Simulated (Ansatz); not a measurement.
# Stack of 1T-HfS2 under 1T-MnSeTe, unshifted in a perpendicular field, part 2 of 3

Wanted: the out-of-plane response of the stack of 1T-HfS2 under 1T-MnSeTe, unshifted. A positive field points along +c.

Ansatz 0.2.0; plane-wave DFT, PBE-D3(BJ), Ansatz PAW.

So far. Step 2 (Relaxation): The lattice constant a goes from 3.639 to 3.613 Å.

### Step 3. Single point, field 0

A sawtooth potential applies the field, turning back in the middle of the vacuum. With the dipole correction the typed value is the field outside the slab. The induced dipole is small, so the SCF threshold is tight.

The cell differs from the one that the last finished run ended in (c 42.365 → 27.089 Å).

input.yaml reads:

```yaml
crystal:
  lattice:
    - [3.6133631424, 0.0, 0.0]
    - [-1.8066815712, 3.1292642745, 0.0]
    - [0.0, 0.0, 27.0892881278]
  atoms:
    - { symbol: S, position: [0.6666666667, 0.3333333333, 0.3322346441] }
    - { symbol: Hf, position: [0.0, 0.0, 0.3858735458] }
    - { symbol: S, position: [0.3333333333, 0.6666666667, 0.440099545] }
    - { symbol: Te, position: [0.6666666667, 0.3333333333, 0.5537745825], spin: -0.11 }
    - { symbol: Mn, position: [0.0, 0.0, 0.6177615762], spin: 2.96 }
    - { symbol: Se, position: [0.3333333333, 0.6666666667, 0.6677653559], spin: -0.07 }
magnetization:
  spin_polarized: true
kpoints:
  mp_grid: { grid: [18, 18, 1] }
  band_path:
    path: [[0, 0, 0], [0.5, 0, 0], [0.33333333, 0.33333333, 0], [0, 0, 0]]
    npoints: 16
hamiltonian:
  xc: pbe
  dispersion: d3bj
scf:
  occupations: { method: fermi_dirac, width: 0.05 }
  convergence: { dr2_threshold: 1.0e-10 }
efield:
  axis: 3
  dipole_correction: true
  ramp_position: 0.97
  ramp_width: 0.06
  amplitude: 0
output:
  dos: { projected: true, e_range: [-6, 5] }
  bader: true
  write_potential: true
  write_density: true
  volumetric_format: npy
  elf: true
```

Launch:

```sh
$ ansatz run input.yaml --threads 4 --pin off --max-ram 6144MiB --backend cpu --events-out ev --progress --plain --runs-dir out
```

Numbers of over 12 decimals in the logs are rounded to 6 here.

The program printed:

```text
[...]
Crystal: 6 atoms, lattice volume = 306.303 Å³
Basis set: ecut = 420 eV, 5923 PW (Γ)
Bands: 53, of which v1, the nominal top of the filled ones, is band 43 counted from 1 (42 counted from 0)
Symmetry: 6 space group operations
k-points: 37 of 324 (time reversal used)
[...]
Starting moments: Σ|m| = 3.14 μB on 3 of 6 sites
[...]
SCF iter   1: F=—  HF=-33881.110404 eV  |F-HF|=—  |Δ(HF+E_count)|=         —  Δρ=1.66e-2 (↑1.60e-2 ↓1.66e-2)  dr2=3.88e0  dr2_m=2.55e-1  M=2.846 μB ∫|m|=3.500 μB  β_m=1.00  ethr=3.10e-3  p=-0.000 e·Å  D=-2.08e-6 V/Å  ΔV_dip=0.00 eV  dr2_dipole=3.50e-1  V_vac-E_F(+/−)=5.51/5.51 eV  ⟨swp⟩=9.5  Hψ=17019  notcnv=0  defer=9
[...]
efield: sawtooth ramp at fractional position 0.9700 (set: `efield.ramp_position`, or a place that a band, a saddle search or an elastic batch's reference lends), width 0.0600; the density the first Hamiltonian is built on has a dipole p = -0.000 e·Å; the dipole correction subtracts the counter field D = -2.08e-6 V/Å, which shifts the + side's vacuum level by +0.00 eV against the − side's; the planar-averaged density in the ramp window peaks in size at 5.6e-6 e/Å³
[...]
SCF iter   2: F=—  HF=-33880.767601 eV  |F-HF|=—  |Δ(HF+E_count)|=   3.43e-1  Δρ=8.38e-3 (↑8.13e-3 ↓8.38e-3)  dr2=1.37e0  dr2_m=3.16e-3  M=2.868 μB ∫|m|=3.581 μB  β_m=0.41  ethr=3.10e-3  p=0.008 e·Å  D=4.96e-3 V/Å  ΔV_dip=-0.13 eV  dr2_dipole=1.87e-1  V_vac-E_F(+/−)=5.06/5.19 eV  ⟨swp⟩=2.7  Hψ=6175  notcnv=0  defer=203
density mixer auto → msr1: a metal under ldos (density of states about μ 0.62 of a free-electron gas's, 60 screened modes)
SCF iter   3: F=—  HF=-33880.847551 eV  |F-HF|=—  |Δ(HF+E_count)|=   8.00e-2  Δρ=5.29e-3 (↑5.29e-3 ↓4.85e-3)  dr2=1.65e-1  dr2_m=3.43e-2  M=2.931 μB ∫|m|=3.609 μB  β_m=0.70  ethr=1.62e-3  p=0.011 e·Å  D=6.77e-3 V/Å  ΔV_dip=-0.18 eV  dr2_dipole=1.20e-2  V_vac-E_F(+/−)=4.86/5.05 eV  ⟨swp⟩=3.0  Hψ=6483  notcnv=0  defer=203
[...]
SCF iter  14: F=-33880.991091 eV  HF=-33880.991091 eV  |F-HF|=5.82e-11  |Δ(HF+E_count)|=  4.37e-11  Δρ=4.81e-8 (↑3.07e-8 ↓4.81e-8)  dr2=2.14e-11  dr2_m=1.43e-12  M=2.930 μB ∫|m|=3.502 μB  ethr=1.00e-12  p=0.004 e·Å  D=2.32e-3 V/Å  ΔV_dip=-0.06 eV  dr2_dipole=9.43e-13  V_vac-E_F(+/−)=5.10/5.16 eV  ⟨swp⟩=12.9  Hψ=13809  notcnv=0
[...]
SCF 1 converged in 14 iterations: F = -33880.991091 eV  dr2 = 2.14e-11
[...]
NSCF: frozen V_eff on 49 k-points
efield: sawtooth ramp at fractional position 0.9700 (kept from the solve that this one continues, or follows in the run), width 0.0600; the density the first Hamiltonian is built on has a dipole p = 0.004 e·Å; the dipole correction subtracts the counter field D = 2.32e-3 V/Å, which shifts the + side's vacuum level by -0.06 eV against the − side's; the planar-averaged density in the ramp window peaks in size at 5.6e-6 e/Å³
SCF converged after 14 iterations
Magnetization: 2.9295 μB (43.9648 up, 41.0352 down)
Absolute magnetization: 3.5004 μB (∫|ρ↑−ρ↓|, with the PAW one-centre terms)
[...]
Per-site moments (μB) at R_I (Å): [(-0.000298119, 1.048712), (0.00176471, 1.048712), (-0.0017783, 1.052476), (-0.105090, 1.118832), (2.968576, 1.026038), (-0.061374, 1.026038)]
Free energy (F): -33880.991091 eV
[...]
Internal energy: -33880.972810 eV  (E = F + TS)
E sigma→0 (E₀):  -33880.981951 eV
Entropy (-TS):   -0.018281 eV (-3.047 meV/atom)
Fermi energy:    1.759953 eV
Dipole field:    D = 0.002322 V/Å  (p = 0.003931 e·Å, saw-weighted, corrected)
Work function:   Φ+ = 5.0964 eV   Φ− = 5.1593 eV
Levels:          The Fermi level and band energies are counted from a zero that moves with the ramp; work functions are not
[...]
--- Band table (eV; the first three rows and the last of 74) ---
  k-point 0 ↑: bands = [... 39 lower, 0.5220, 0.5220, 0.8044, 2.3023, 2.3023, 2.6381, 2.6381, 3.3514, ... 6 higher]
  k-point 1 ↑: bands = [... 39 lower, 0.2708, 0.4261, 0.8455, 2.1060, 2.2568, 2.6615, 2.7568, 3.4206, ... 6 higher]
  k-point 2 ↑: bands = [... 39 lower, -0.0711, 0.1998, 0.9217, 1.6427, 2.1195, 2.6199, 2.9266, 3.0481, ... 6 higher]
  k-point 36 ↓: bands = [... 39 lower, -0.5255, -0.4854, 2.5188, 2.6465, 2.6932, 3.1807, 3.4041, 3.6885, ... 6 higher]
--- Bader charges: 6 sites ---
  site symbol  charge [e]  shift [e]    m [muB]
     0      S     -1.0698     0.0003     0.0004
     1     Hf      2.1155     0.0007     0.0026
     2      S     -1.1044     0.0003    -0.0028
     3     Te     -0.2504     0.0009    -0.1648
     4     Mn      0.8597     0.0021     3.1364
     5     Se     -0.5506     0.0011    -0.0423
  estimated error of the sums over rays = 9.0e-4 e
```

Elapsed: 76 s, on 4 threads of Arm Neoverse V2, shared host; peak memory 1.6 GiB; 4.9 min of CPU time.

The column dr2 measures how far the density is from self-consistency, as an energy; F and HF (Harris–Foulkes) agree once it is small.

This step gave:

```
total moment                   : 2.930 μB
site moments                   : -2.98e-4, 0.001765, -0.001778, -0.1051, 2.969, -0.06137 μB
work function, upper face      : 5.096 eV
work function, lower face      : 5.159 eV
dipole along the normal        : 0.003931 e·Å
step between the vacuum levels : -0.06292 eV
```

Running mean over a fixed 2.7 Å (it still follows the layers) of the planar mean; the ramp of the sawtooth is left out. The electron's electrostatic potential energy less the Fermi level by z:

z (Å), electron's electrostatic potential energy less the Fermi level (eV) and a bar from the least value:
```
        4       5.16 ##############################
        5       5.16 ##############################
        6       5.13 ##############################
        7       4.55 #############################
        8       0.86 ####################
        9      -4.19 #########
       10      -8.24 
       11      -8.16 
       12      -3.88 ##########
       13      -0.37 ##################
       14       0.68 ####################
       15      -2.11 ##############
       16      -4.79 ########
       17      -5.83 #####
       18      -3.61 ##########
       19       0.86 ####################
       20       4.05 ############################
       21       5.04 ##############################
       22       5.09 ##############################
       23       5.10 ##############################
```

The density of states has structure finer than the step of the table below, so its rows give means over 0.2 eV, whole bins alone (the curve runs from -6 to 1.99 eV). Peaks (eV: height): total -4.73: 17.1, -4.65: 13.6, -3.71: 14.1, -3.57: 18.8, -2.50: 12.2, 0.86: 11.8, 1.09: 13.4; up -4.73: 13.8, -4.65: 5.59, -3.71: 8.73, -3.63: 8.31, -3.57: 11.7, -3.49: 8.03, -2.50: 6.47; down -4.65: 8.03, -3.66: 5.79, -3.57: 7.10, -2.50: 5.77, 0.86: 8.95, 1.00: 8.74, 1.09: 10.7.

Density of states against energy, zero at the Fermi level; means over each step; values in states/eV a cell:

```
energy (eV)  total     up   down
       -5.8   1.36  0.829  0.535
       -5.6   2.20   1.35  0.860
       -5.4   3.26   1.69   1.57
       -5.2   3.79   2.08   1.71
       -5.0   3.24   1.55   1.69
       -4.8   5.70   3.94   1.76
       -4.6   6.79   2.95   3.84
       -4.4   5.39   3.07   2.31
       -4.2   4.76   2.32   2.44
       -4.0   4.60   2.47   2.13
       -3.8   7.51   4.11   3.40
       -3.6   12.0   7.12   4.89
       -3.4   5.96   3.95   2.01
       -3.2   4.02   2.02   2.00
       -3.0   6.44   3.27   3.17
       -2.8   7.51   4.16   3.36
       -2.6   7.64   3.89   3.74
       -2.4   8.52   4.49   4.02
       -2.2   5.81   3.06   2.75
       -2.0   5.81   2.96   2.86
       -1.8   4.55   2.45   2.10
       -1.6   3.05   1.63   1.42
       -1.4   3.40   1.94   1.46
       -1.2   2.45   1.30   1.15
       -1.0   2.42   1.17   1.25
       -0.8   1.68   1.21  0.466
       -0.6   1.01  0.698  0.311
       -0.4  0.756  0.531  0.225
       -0.2  0.540  0.361  0.179
        0.0   1.98   1.24  0.737
        0.2   3.49   1.80   1.69
        0.4   4.88   1.68   3.20
        0.6   3.63   1.89   1.74
        0.8   6.82   3.19   3.63
        1.0   7.75   1.93   5.82
        1.2   5.52   1.99   3.53
        1.4   3.00   1.61   1.40
        1.6   3.59   1.02   2.58
        1.8   3.34  0.974   2.36
```

Projected DOS per atom over height of the atomic layer and energy from the Fermi level. Layers: S Hf S Te Mn Se from below.

Ten even steps from '_' (0.00 states/eV) to '@' (3.57 states/eV), each cell a mean:
```
__::__..::..
__--__..::..
__--__::@@..
__--__::**..
__::__..++..
__..____....
____________
______..__..
______::....
______--::::
::__::--::::
--__--::++::
--__--::%%--
--__::--**::
--..::..::..
++++**..**--
::......::::
::....::::--
--::==::..::
....::::....
....::..____
__....______
```
Columns: height of the atomic layer (Å) from 9 to 18.1 (not evenly spaced); rows upwards: energy from the Fermi level (eV) from -5.96 to 1.96.

Projected DOS per atom, spin up over height of the atomic layer and energy from the Fermi level. Layers: S Hf S Te Mn Se from below.

Values in states/eV, 22 rows by 6 columns, each cell a mean:
```
0.08 0.44 0.08 0.21 0.06 0.06
0.07 0.61 0.07 0.34 0.14 0.17
0.08 0.67 0.08 0.51 0.31 0.33
0.09 0.66 0.09 0.65 0.56 0.51
0.07 0.38 0.05 0.35 0.33 0.44
0.04 0.23 0.03 0.23 0.26 0.35
0.00 0.00 0.00 0.16 0.09 0.22
0.03 0.01 0.03 0.36 0.14 0.38
0.04 0.01 0.05 0.43 0.26 0.42
0.11 0.03 0.12 0.48 0.53 0.48
0.43 0.07 0.42 0.48 0.77 0.53
0.57 0.11 0.54 0.24 1.34 0.23
0.72 0.16 0.60 0.39 2.07 0.23
0.59 0.17 0.44 0.46 1.93 0.24
0.65 0.29 0.54 0.22 0.71 0.24
0.97 0.92 1.16 0.42 2.34 0.89
0.38 0.29 0.35 0.20 0.59 0.36
0.59 0.30 0.42 0.41 0.58 0.61
0.59 0.41 0.70 0.58 0.46 0.64
0.24 0.26 0.42 0.36 0.28 0.27
0.26 0.31 0.39 0.28 0.19 0.18
0.15 0.20 0.19 0.11 0.07 0.06
```
Columns: height of the atomic layer (Å) from 9 to 18.1 (not evenly spaced); rows upwards: energy from the Fermi level (eV) from -5.96 to 1.96.

Projected DOS per atom, spin down over height of the atomic layer and energy from the Fermi level. Layers: S Hf S Te Mn Se from below.

Ten even steps from '0' (0.00 states/eV) to '9' (3.27 states/eV), each cell a mean:
```
010031
010020
020190
010040
010040
000010
000000
000000
000100
000100
101201
101111
201123
101112
101001
323001
111101
100102
112101
001100
001000
000000
```
Columns: height of the atomic layer (Å) from 9 to 18.1 (not evenly spaced); rows upwards: energy from the Fermi level (eV) from -5.96 to 1.96.

Deep bands are left out, so band numbers here count from the lowest band kept and differ from the log's. The electronic bands at the labelled points (eV, zero at the Fermi level; # counts the bands kept):

```
  point  up #14  up #15  up #16  up #17  down #11  down #12  down #13  down #14
      Γ    0.54    0.54    0.88    0.88      0.15      0.15      0.69      0.69
halfway   -1.00   -0.31    0.23    0.50     -1.15     -0.85      0.21      0.43
      M   -1.93   -1.39   -0.03    0.83     -1.97     -1.30     -0.03      0.00
halfway   -1.93   -1.53    0.29    0.73     -2.20     -2.12      0.47      0.82
      K   -1.86   -1.71    0.00    0.73     -2.29     -2.25      0.76      0.89
halfway   -1.40   -0.62    0.45    0.81     -1.67     -1.22      0.47      0.90
      Γ    0.54    0.54    0.88    0.88      0.15      0.15      0.69      0.69
```

Spin density in the ca plane at fractional y = 0.000, with atoms of Hf and Mn within 0.2 Å of it.

Values in e/Å³, 5 rows by 16 columns, each cell a mean:
```
0.0 0.0 0.0 0.0 0.0 0.0 0.0 0.0 0.0 0.0 0.0 0.0 0.0 0.0 0.3 1.5
0.0 0.0 0.0 0.0 0.0 0.0 0.0 0.0 0.0 0.0 0.0 0.0 0.0 0.0 0.0 0.1
0.0 0.0 0.0 0.0 0.0 0.0 0.0 0.0 0.0 0.0 0.0 0.0 0.0 0.0 0.0 0.0
0.0 0.0 0.0 0.0 0.0 0.0 0.0 0.0 0.0 0.0 0.0 0.0 0.0 0.0 0.0 0.2
0.0 0.0 0.0 0.0 0.0 0.0 0.0 0.0 0.0 0.0 0.0 0.0 0.0 0.0 0.5 2.5
```
Columns run along c (16.0 Å, from fractional 0.06 to 0.65 of the cell), rows up along a (3.6 Å). Atoms in or near the plane, at fractional coordinates: Hf at (0.39, 0.00), Mn at (0.62, 0.00).

Electrostatic potential energy in the ca plane at fractional y = 0.000, with atoms of Hf and Mn within 0.2 Å of it. With pseudopotentials it is smooth inside the atoms' cores, unlike the true potential.

Ten even steps from '0' (-40 eV) to '9' (7 eV), each cell a mean:
```
99987300016899999999986100168999999999999999
99998621247899999999988522589999999999999999
99998876678899999988888887888999999999999999
99888888888889999987678999888889999999999999
99888888888889999876678999987889999999999999
99988887888889999987788888888899999999999999
99998754468899999998888766789999999999999999
99987410036899999999987300278999999999999999
99987201015899999999986000058999999999999999
```
Columns run along c (16.0 Å, from fractional 0.29 to 0.88 of the cell; values clipped at the 3rd and 97th percentile), rows up along a (3.6 Å). Atoms in or near the plane, at fractional coordinates: Hf at (0.39, 0.00), Mn at (0.62, 0.00).

ELF in the ca plane at fractional y = 0.000, with atoms of Hf and Mn within 0.2 Å of it. It is the smooth field of the valence electrons, not physical close to the nuclei.

Values, 5 rows by 16 columns, each cell a mean:
```
0.00 0.00 0.00 0.00 0.00 0.00 0.06 0.16 0.59 0.59 0.15 0.05 0.08 0.27 0.29 0.54
0.00 0.00 0.00 0.00 0.00 0.05 0.39 0.65 0.28 0.27 0.64 0.24 0.35 0.56 0.41 0.24
0.00 0.00 0.00 0.00 0.00 0.10 0.57 0.77 0.44 0.43 0.77 0.33 0.45 0.54 0.46 0.34
0.00 0.00 0.00 0.00 0.00 0.03 0.29 0.52 0.29 0.29 0.52 0.18 0.28 0.52 0.36 0.23
0.00 0.00 0.00 0.00 0.00 0.00 0.04 0.09 0.67 0.66 0.09 0.03 0.05 0.19 0.31 0.67
```
Columns run along c (16.0 Å, from fractional 0.06 to 0.65 of the cell), rows up along a (3.6 Å). Atoms in or near the plane, at fractional coordinates: Hf at (0.39, 0.00), Mn at (0.62, 0.00).

The work function of the upper face is 5.10 eV.

### Step 4. Single point, field 0.1 V/Å

input.yaml, as its differences from that of step 3:

```diff
@@ -30,6 +30,4 @@
   ramp_width: 0.06
-  amplitude: 0
+  amplitude: 0.1
 output:
-  dos: { projected: true, e_range: [-6, 5] }
-  bader: true
   write_potential: true
@@ -37,2 +35 @@
   volumetric_format: npy
-  elf: true
```

The program printed:

```text
[...]
Crystal: 6 atoms, lattice volume = 306.303 Å³
Basis set: ecut = 420 eV, 5923 PW (Γ)
Bands: 53, of which v1, the nominal top of the filled ones, is band 43 counted from 1 (42 counted from 0)
Symmetry: 6 space group operations
k-points: 37 of 324 (time reversal used)
[...]
Starting moments: Σ|m| = 3.14 μB on 3 of 6 sites
[...]
k-point 1 ↑: bands = [... 39 lower, 0.2704, 0.4254, 0.8613, 2.1194, 2.2698, 2.6637, 2.7591, 3.4198, ... 6 higher]
  k-point 2 ↑: bands = [... 39 lower, -0.0668, 0.1993, 0.9363, 1.6569, 2.1323, 2.6216, 2.9379, 3.0502, ... 6 higher]
  k-point 36 ↓: bands = [... 39 lower, -0.5165, -0.4691, 2.5279, 2.6553, 2.7021, 3.1906, 3.4062, 3.6994, ... 6 higher]
[key lines of the parts left out:]
SCF converged after 14 iterations
Magnetization: 2.9260 μB (43.9630 up, 41.0370 down)
Free energy (F): -33880.994945 eV
Fermi energy:    1.769198 eV
Dipole field:    D = 0.043209 V/Å  (p = 0.073142 e·Å, saw-weighted, corrected)
```

Wall time 63 s (4 threads); peak memory 1.6 GiB; 4.1 min of CPU time.

The dipole is 0.0731 e·Å, 0.0692 e·Å from its value without field.

### Step 5. Single point, field -0.1 V/Å

input.yaml, as its differences from that of step 4:

```diff
@@ -30,3 +30,3 @@
   ramp_width: 0.06
-  amplitude: 0.1
+  amplitude: -0.1
 output:
```

The program printed:

```text
[...]
Crystal: 6 atoms, lattice volume = 306.303 Å³
Basis set: ecut = 420 eV, 5923 PW (Γ)
Bands: 53, of which v1, the nominal top of the filled ones, is band 43 counted from 1 (42 counted from 0)
Symmetry: 6 space group operations
k-points: 37 of 324 (time reversal used)
[...]
Starting moments: Σ|m| = 3.14 μB on 3 of 6 sites
[...]
k-point 1 ↑: bands = [... 39 lower, 0.2707, 0.4263, 0.8290, 2.0916, 2.2428, 2.6589, 2.7541, 3.4206, ... 6 higher]
  k-point 2 ↑: bands = [... 39 lower, -0.0761, 0.1999, 0.9065, 1.6275, 2.1057, 2.6178, 2.9145, 3.0456, ... 6 higher]
  k-point 36 ↓: bands = [... 39 lower, -0.5355, -0.5027, 2.5087, 2.6367, 2.6835, 3.1699, 3.4016, 3.6766, ... 6 higher]
[key lines of the parts left out:]
SCF converged after 14 iterations
Magnetization: 2.9330 μB (43.9665 up, 41.0335 down)
Free energy (F): -33880.994159 eV
Fermi energy:    1.749729 eV
Dipole field:    D = -0.038560 V/Å  (p = -0.065272 e·Å, saw-weighted, corrected)
```

It took 63 s on 4 threads; peak memory 1.6 GiB.

The dipole is -0.0653 e·Å, -0.0692 e·Å from its value without field.

### Step 6. Single point, field 0.5 V/Å

input.yaml, as its differences from that of step 5:

```diff
@@ -30,3 +30,3 @@
   ramp_width: 0.06
-  amplitude: -0.1
+  amplitude: 0.5
 output:
```

The program printed:

```text
[...]
Crystal: 6 atoms, lattice volume = 306.303 Å³
Basis set: ecut = 420 eV, 5923 PW (Γ)
Bands: 53, of which v1, the nominal top of the filled ones, is band 43 counted from 1 (42 counted from 0)
Symmetry: 6 space group operations
k-points: 37 of 324 (time reversal used)
[...]
Starting moments: Σ|m| = 3.14 μB on 3 of 6 sites
[...]
k-point 1 ↑: bands = [... 39 lower, 0.2641, 0.4180, 0.9181, 2.1646, 2.3135, 2.6679, 2.7639, 3.4073, ... 6 higher]
  k-point 2 ↑: bands = [... 39 lower, -0.0571, 0.1925, 0.9875, 1.7054, 2.1753, 2.6236, 2.9744, 3.0542, ... 6 higher]
  k-point 36 ↓: bands = [... 39 lower, -0.4882, -0.4119, 2.5559, 2.6821, 2.7294, 3.2218, 3.4099, 3.7347, ... 6 higher]
[key lines of the parts left out:]
SCF converged after 14 iterations
Magnetization: 2.9122 μB (43.9561 up, 41.0439 down)
Free energy (F): -33881.079583 eV
Fermi energy:    1.797192 eV
Dipole field:    D = 0.206829 V/Å  (p = 0.350107 e·Å, saw-weighted, corrected)
```

The job ended after 66 s (4 threads; peak memory 1.6 GiB; 4.3 min of CPU time).

The dipole is 0.350 e·Å, 0.346 e·Å from its value without field.

### Step 7. Atoms held, field -0.3 V/Å

input.yaml, as its differences from that of step 6:

```diff
@@ -30,4 +30,6 @@
   ramp_width: 0.06
-  amplitude: 0.5
+  amplitude: -0.3
 output:
+  dos: { projected: true, e_range: [-6, 5] }
+  bader: true
   write_potential: true
@@ -35 +37,2 @@
   volumetric_format: npy
+  elf: true
```

The program printed:

```text
[...]
Crystal: 6 atoms, lattice volume = 306.303 Å³
Basis set: ecut = 420 eV, 5923 PW (Γ)
Bands: 53, of which v1, the nominal top of the filled ones, is band 43 counted from 1 (42 counted from 0)
Symmetry: 6 space group operations
k-points: 37 of 324 (time reversal used)
[...]
Starting moments: Σ|m| = 3.14 μB on 3 of 6 sites
[...]
--- Bader charges: 6 sites ---
  site symbol  charge [e]  shift [e]    m [muB]
     0      S     -1.0556     0.0003     0.0000
     1     Hf      2.1193     0.0007     0.0020
     2      S     -1.1047     0.0004    -0.0031
     3     Te     -0.2493     0.0009    -0.1661
     4     Mn      0.8601     0.0021     3.1430
     5     Se     -0.5698     0.0011    -0.0363
  estimated error of the sums over rays = 9.2e-4 e
[key lines of the parts left out:]
SCF converged after 15 iterations
Magnetization: 2.9397 μB (43.9698 up, 41.0302 down)
Free energy (F): -33881.021053 eV
Fermi energy:    1.725974 eV
Dipole field:    D = -0.120317 V/Å  (p = -0.203666 e·Å, saw-weighted, corrected)
```

The job ended after 78 s (4 threads; peak memory 1.6 GiB).

The dipole is -0.204 e·Å, -0.208 e·Å from its value without field.

(Part 2 of 3 ends here.)

[Logs are printed without paths, hosts, clocks, repeated set-up lines and the standing remarks that a program may print on its own settings, such as how far it seeks lower states.]

[Hosts, paths, dates, database ids (printed as entryN), source tags and the programs' standing remarks are cut or masked in the printed files.]

[Maps of the electrostatic potential energy from Ansatz leave out the sawtooth potential of an applied field or a dipole correction, so their vacuum need not be flat; planar profiles and work functions include it.]

[The density of states shown here was stored with 400 of the rows of the run's finer table, so its peaks can read low, often by over a quarter, or be missed, and its means over a window can be off by a tenth or more.]
